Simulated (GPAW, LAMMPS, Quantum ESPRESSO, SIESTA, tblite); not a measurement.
**Other levels on amorphous Si0.8Ge0.2 (141 atoms)**

Density of this cell: 2.91 g/cm³. The cell holds 141 atoms: 113 Si and 28 Ge. Its edges and angles: a = 14.380 Å, b = 14.380 Å, c = 14.380 Å, α = 90.0°, β = 90.0°, γ = 90.0°. 141 atoms (113 Si, 28 Ge) placed at random at 2.91 g/cm³, melted at 3500 K for 10 ps at fixed volume with the Tersoff potential (Tersoff, Phys. Rev. B 39, 5566 (1989)). Quenched from 3500 K to 300 K at 10 K/ps and fixed volume, held 5 ps, then minimised at fixed cell.

Geometry: as built.

The reference, a calculation:

| Item | Value |
| --- | --- |
| method | Kohn-Sham DFT, PBE, SSSP efficiency 1.3.0 pseudopotentials, plane waves (Quantum ESPRESSO 7.5); sssp-pbe-1.3.0-efficiency, cutoffs 45/360 Ry, Γ point |
| r.m.s. force component | 0.2126 eV/Å |
| longest force | 0.8812 eV/Å |
| pressure | -0.959 GPa |
| time | 15 min on 4 MPI ranks of Arm Neoverse V1, shared host |
| CPU time | 59 min |

Runs, in no order:
A. SIESTA PBE, TZP, shift 0.01 Ry, mesh 300 Ry: Kohn-Sham DFT, PBE, PseudoDojo 0.4.1 norm-conserving pseudopotentials (converted to PSML), numerical atomic orbitals (TZP), diagonalisation
B. GPAW PBE, LCAO dzp, h 0.2 Å: Kohn-Sham DFT, PBE, PAW, atomic orbitals (dzp)
C. GPAW PBE, plane waves 350 eV: Kohn-Sham DFT, PBE, PAW, plane waves
D. QE PBE, gbrv-1.5, 40/200 Ry: Kohn-Sham DFT, PBE, GBRV 1.5 ultrasoft pseudopotentials, plane waves
E. QE PBE, sssp-1.3.0-efficiency, 45/360 Ry, rmm-davidson: Kohn-Sham DFT, PBE, SSSP efficiency 1.3.0 pseudopotentials, plane waves

**Question.** Rank the runs by how far their forces lie from the reference's, least first.

E, D, C, B, A.

| run | Δ force, r.m.s. (meV/Å) | share of r.m.s. force (%) | CPU time |
| --- | --- | --- | --- |
| E. QE PBE, sssp-1.3.0-efficiency, 45/360 Ry, rmm-davidson | 0.947 | 0.446 | 57 min |
| D. QE PBE, gbrv-1.5, 40/200 Ry | 2.33 | 1.09 | 45 min |
| C. GPAW PBE, plane waves 350 eV | 15.3 | 7.20 | 28 min |
| B. GPAW PBE, LCAO dzp, h 0.2 Å | 32.1 | 15.1 | 18 min |
| A. SIESTA PBE, TZP, shift 0.01 Ry, mesh 300 Ry | 58.9 | 27.7 | 24 min |

The network of bonds at the start is that of the classical potential that made the cell, and needn't be the one that DFT or experiment would give. The electronic-structure runs sample only Γ, in a cell whose shortest periodic width is 14 Å, which is coarse for a cell with partly filled levels.

[Hosts, paths, dates, database ids (printed as entryN), source tags and the programs' standing remarks are cut or masked in the printed files.]
